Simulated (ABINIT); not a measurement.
Computed results, one entry a study.

### PbSe (Clausthalite): G0W0 with ABINIT, start to end

The structure is cubic, space group Fm-3m (No. 225). Conventional cell: a = 6.121 Å, b = 6.121 Å, c = 6.121 Å, α = 90.00°, β = 90.00°, γ = 90.00°. Pb has 6 Se at 3.06 Å nearest. Se has 6 Pb at 3.06 Å nearest. Farther neighbours, and contacts between anions beyond the nearest, are not listed.

* method: RPA screening on PBE with spin-orbit coupling, plane waves, norm-conserving pseudopotentials (and 2 further levels or steps)
* program: ABINIT 10.8.3
* settings: cutoff 48 Ha, PseudoDojo fully relativistic 0.4 stringent, norm-conserving, ngkpt (4, 4, 4), nband 102, ecuteps 3.6 Ha, shiftk (0, 0, 0), symchi 1, awtr 1, frequency ppm, 4×4×4 k-mesh
* cost: 5 runs, 33 min in all on 4 MPI ranks of Intel Xeon Platinum 8259CL at 2.50GHz (Skylake/Cascade Lake), shared host
* notes: The program’s warnings: Neglecting <n,k|[Vnl,iqr]|m,k>. The cell and positions come from the Crystallography Open Database and are kept as given unless a step says otherwise. Limits: screening runs away on this mesh; screening head approximate. The 4×4×4 mesh is coarse for this cell, which bears on the long-range parts of exchange and screening. On this mesh the RPA ε∞ passes 90, more than nearly any semiconductor shows; a coarse mesh does this where one point with a narrow direct gap carries much weight. The screening is then too strong, and the G0W0 gap should not be taken as the material’s.
* PBE gap: 0.17 eV, direct
* G0W0 gap on the mesh: 0.35 eV
* GW settings: 4×4×4 mesh, 102 bands, screening to 98 eV, Godby-Needs plasmon pole
* known limits: short of the basis limit; screening runs away on this mesh; bands may be inverted; screening head approximate; coarse k mesh

G0W0 moves the gap on the mesh from 0.17 eV to 0.35 eV (+0.18 eV), with Z of 0.81 and 0.80 at the edges. Local fields lower the RPA ε∞ on this mesh from 1442.33 to 1356.82.

[Paths, hosts, dates, memory and timing lines, banners, echoed tables and standing remarks are left out of the program output; an Ansatz launch command may be rebuilt from the run's recorded settings. Measured values are a selection of at most five: reports struck by readers or far from the other reports are left out. None is set beside runs whose start may be inverted or whose files or cutoffs have a known fault.]

[Runs of the session that timed out or met a known fault of the program may be left out.]

[Hosts, paths, dates, database ids (printed as entryN), source tags and the programs' standing remarks are cut or masked in the printed files.]

[G0W0 gaps are taken among the corrected bands and points alone; a level outside them can change the order at an edge.]

[Where Ansatz stands beside ABINIT at settings called matched, ABINIT's density can come from a denser mesh and the files from another edition; pairs whose starting gaps differed by over 0.03 eV were left out, so agreement reads better than it is.]
